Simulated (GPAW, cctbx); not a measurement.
# By hand: from a DFT structure factor to an extinction distance in MgCd3Se4

MgCd3Se4, P-43m (no. 215), a = 6.1406 Å, b = 6.1406 Å, c = 6.1406 Å, α = 90.00°, β = 90.00°, γ = 90.00°.

```csv
atom,mult.,x,y,z
Cd1,3,0,1/2,1/2
Se1,4,0.2451,0.2451,0.2451
Mg1,1,0,0,0
```

The cell is our own: ordered zincblende alloy in the eight-atom cube, 1 of 4 Cd sites given to Mg.

A DFT run (GPAW, PBE, 600 eV, 4×4×4 k-points, Fermi–Dirac width 0.02 eV) gives the static X-ray structure factor of 011 as 33.631 e for the conventional cell; superposed free atoms give 33.684 e. **Problem.** Find the Fourier component V of the crystal potential and the two-beam extinction distance at 300 kV in both cases.

**1. Geometry**

The cell volume is Ω = 231.54 Å³ and d(011) = 4.3421 Å, so g = 1/d = 0.2303 Å⁻¹.

**2. The nuclei**

Electrons feel nuclei as well as electrons, so the nuclear charges are summed with the same phases.

Phase sums Σ exp(2πi h·x), turned so that the total is real and positive: Cd +1.000, Se -0.004, Mg -1.000. Then F_Z = 48 × (+1.000) + 34 × (-0.004) + 12 × (-1.000) = 35.87 e. The electron term has the same sign for this reflection.

**3. Mott–Bethe**

Poisson's equation, term by term, gives V = (e/4πε₀)(F_Z − F)/(πΩg²), with e/4πε₀ = 14.3996 V Å.

The prefactor is 14.3996 × 4.3421²/(π × 231.54) = 0.37323 V per electron. Free atoms: (35.87 − 33.684) × 0.37323 = 0.815 V. Crystal: (35.87 − 33.631) × 0.37323 = 0.835 V. F changes by -0.16 % and V by +2.4 %: the same 0.05 e is measured against F_Z − F = 2.2 e in place of F = 33.7 e.

**4. Extinction distance**

In the two-beam case ξ = 1/(λU) with U = 2γm₀eV/h², that is ξ = 150.41 V Å²/(γλV).

At 300 kV, λ = 0.01969 Å and γ = 1.5871. Free atoms: ξ = 5903 Å. Crystal: ξ = 5763 Å. The thickness fringes go as sin²(πt/ξ), so the two patterns slip by a quarter of a period when t|1/ξ₁ − 1/ξ₀| = 1/4, at t ≈ 6084 nm, thicker than usual samples. Thermal motion, absorption and many-beam coupling, left out here, change a real pattern.

**5. Answer**

V(011) is 0.84 V against 0.82 V, and ξ is 5763 against 5903 Å. Limits: static atoms, two beams.

[Outputs are excerpts: Python notices, other lines and further rows are left out; steps that failed or that the build refused (PBEsol, TPSS) are not shown.]

[Logs are printed without paths, hosts, clocks, repeated set-up lines and the standing remarks that a program may print on its own settings, such as how far it seeks lower states.]
